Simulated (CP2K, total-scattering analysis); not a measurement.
# From S(Q) to neighbour shells

The sample: water and urea (24 H2O and 4 urea; N 7.7, C 3.9, O 26.9, H 61.5 atom %) at 320 K, fixed volume, ρ₀ = 0.1024 Å⁻³. The data come from ab initio molecular dynamics with CP2K (revPBE-D3(BJ), Gaussian and plane waves, DZVP-MOLOPT-SR basis, GTH potentials, 400 Ry, CSVR thermostat, no spin, fixed volume, H with the mass of D). The average runs over 0.70 ps of 104 atoms, so shells between rare elements are rough. Mean temperature 314 K, largest m.s.d. 1.62 Å², energy drift -4 meV an atom (last third less first, no steady trend); the first quarter of the run is discarded. Start: last frame of a classical run of this cell at the same density and temperature. So short a stretch relaxes bonds and nearest shells but still remembers its start. It is a liquid as far as so short a run tells.

S(Q) is the Faber–Ziman total, Σ ci cj fi fj (Sij − 1)/⟨f⟩² + 1. Below 4 Å⁻¹ the partials are summed on the cell's own reciprocal vectors (from 0.62 Å⁻¹) and folded with a Gaussian of σ = 0.14 Å⁻¹; above it they are transforms of g(r) out to 6.8 Å, tapered over the last 40 %. The fold lowers sharp peaks, and with so few vectors their positions are good to about 0.1 Å⁻¹. X-rays take neutral-atom form factors, neutrons coherent lengths (N 9.36, C 6.6472, O 5.8037, H 6.6681 fm). Hydrogen is taken as deuterium. G(r) = 4πrρ₀[g(r) − 1] carries the resolution of a Lorch-windowed transform up to 20 Å⁻¹. The patterns are simulated, not measured. The cell is small: beyond half the box only the part of each shell inside it is counted, and low-Q values rest on few vectors.

```
Q (Å⁻¹)  X-ray  neutron
    0.6  -0.52     0.24
    0.9  -0.48     0.32
    1.2  -0.03     0.61
    1.5   0.18     0.79
    1.8   1.31     1.33
    2.1   1.91     1.79
    2.4   1.56     1.57
    2.7   1.20     1.03
    3.0   1.10     0.79
    3.3   0.73     0.84
    3.6   0.60     0.84
    3.9   0.64     0.84
    4.2   0.80     0.83
    4.5   0.94     0.78
    4.8   1.01     0.75
    5.1   1.04     0.76
    5.4   1.07     0.83
    5.7   1.07     0.93
    6.0   1.05     1.01
    6.3   1.05     1.05
    6.6   1.08     1.06
    6.9   1.09     1.05
    7.2   1.04     1.05
    7.5   0.96     1.07
    7.8   0.91     1.12
    8.1   0.88     1.16
    8.4   0.87     1.16
    8.7   0.91     1.12
    9.0   1.01     1.07
    9.3   1.08     1.03
    9.6   1.06     0.99
    9.9   1.02     0.96
   10.2   1.00     0.93
   10.5   1.00     0.90
   10.8   1.02     0.88
   11.1   1.05     0.88
   11.4   1.08     0.90
   11.7   1.07     0.92
   12.0   1.03     0.94
```

G(r):

```
r (Å)  X-ray  neutron
  0.6  -0.34    -0.80
  0.7  -0.26    -1.05
  0.8  -0.13    -0.04
  0.9  -0.14     2.15
  1.0  -0.37     3.20
  1.1  -0.25     1.83
  1.2   0.63    -0.32
  1.3   1.37    -1.10
  1.4   0.77    -0.70
  1.5  -0.74    -0.42
  1.6  -1.85    -0.56
  1.7  -2.04    -0.82
  1.8  -1.87    -1.09
  1.9  -1.94    -1.19
  2.0  -2.16    -1.05
  2.1  -1.94    -0.84
  2.2  -1.17    -0.65
  2.3  -0.73    -0.47
  2.4  -1.24    -0.44
  2.5  -1.73    -0.63
  2.6  -1.01    -0.79
  2.7   0.42    -0.77
  2.8   1.26    -0.62
  2.9   1.20    -0.42
  3.0   0.80    -0.05
  3.1   0.53     0.44
  3.2   0.50     0.84
  3.3   0.61     0.97
  3.4   0.69     0.85
  3.5   0.67     0.73
  3.6   0.62     0.67
  3.7   0.55     0.59
  3.8   0.40     0.48
  3.9   0.24     0.44
  4.0   0.23     0.41
  4.1   0.32     0.29
  4.2   0.34     0.12
  4.3   0.23    -0.03
  4.4   0.10    -0.14
  4.5   0.06    -0.18
  4.6   0.11    -0.20
  4.7   0.14    -0.24
  4.8   0.11    -0.29
  4.9   0.05    -0.30
  5.0  -0.05    -0.29
  5.1  -0.25    -0.30
  5.2  -0.52    -0.30
  5.3  -0.65    -0.23
  5.4  -0.51    -0.09
  5.5  -0.28     0.04
  5.6  -0.15     0.10
  5.7  -0.16     0.12
  5.8  -0.29     0.15
  5.9  -0.49     0.19
  6.0  -0.51     0.25
```

**Question.** Which pairs make the maxima of G(r) below 4.5 Å, and what can the data say of the number of neighbours?

Each pair enters with the weight ci cj fi fj (2 − δij)/⟨f⟩², taking f = Z for X-rays at Q = 0: H–H 0.03 / 0.38; O–O 0.37 / 0.06; O–H 0.21 / 0.29; N–O 0.19 / 0.05; N–H 0.05 / 0.13; C–O 0.08 / 0.02; C–H 0.02 / 0.05; N–N 0.02 / 0.01 (X-ray / neutron).

| radiation | maximum (Å) | G (Å⁻²) | pairs that make it (share of the curvature of G, each pair at the same resolution) |
| --- | --- | --- | --- |
| X-ray | 0.85 | -0.09 | O–H or a ripple of the cut in Q |
| X-ray | 1.31 | 1.38 | N–C 59 %, C–O 41 % |
| X-ray | 1.83 | -1.84 | a ripple of the cut in Q |
| X-ray | 2.29 | -0.73 | N–O 73 %, N–N 27 % |
| X-ray | 2.84 | 1.34 | O–O 91 % |
| X-ray | 3.43 | 0.69 | N–O 67 %, O–H 15 %, C–O 14 % |
| X-ray | 4.17 | 0.35 | O–O 44 %, C–O 42 % |
| neutron | 0.99 | 3.27 | O–H 67 %, N–H 33 % |
| neutron | 1.51 | -0.42 | H–H 79 % |
| neutron | 2.36 | -0.42 | H–H 44 %, N–O 29 %, N–N 27 % |
| neutron | 3.29 | 0.97 | O–H 53 %, N–H 42 % |

The first shell (O–H, 0.98 Å) shares its range with N–H (1.02 Å) and C–O (1.26 Å), so its area is a weighted sum. The maxima can be assigned, but 2 totals can't separate 10 partials, so the counts below come from the model itself.

From the coordinates:

```
pair  first peak (Å)  g there  first minimum (Å)  g there                neighbours               kind
 O–H            0.98     26.7               1.26     0.00  1.7 H per O, 0.8 O per H   within molecules
 N–H            1.02     29.6               1.30     0.00  2.0 H per N, 0.2 N per H   within molecules
 C–O            1.26     20.5               1.62     0.00  1.0 O per C, 0.1 C per O   within molecules
 N–C            1.37    111.5               1.76     0.00  1.0 C per N, 2.0 N per C   within molecules
 H–H            1.55      2.8               1.92     0.24                       1.0   within molecules
 C–H            2.05      6.8               2.34     0.35  4.1 H per C, 0.3 C per H   within molecules
 N–O            2.30      4.2               2.56     0.02  1.0 O per N, 0.3 N per O   within molecules
 N–N            2.33     14.2               2.66     0.00                       1.0   within molecules
 O–O            2.77      2.6               3.56     0.83                       4.6  between molecules
```

Distances within molecules give the sharpest pair functions, and with hydrogen they rule the neutron S(Q) at high Q: O–H 0.98 Å, N–H 1.02 Å, C–O 1.26 Å, N–C 1.37 Å, H–H 1.55 Å and C–H 2.05 Å (first peaks only). On the last frame 75 % of the H on O, N or F point at an acceptor of another molecule or at an anion within hydrogen-bond range (2.35 Å to O, N, F; 2.85 Å to Cl, Br, I).

[Logs are printed without paths, hosts, clocks, repeated set-up lines and the standing remarks that a program may print on its own settings, such as how far it seeks lower states.]
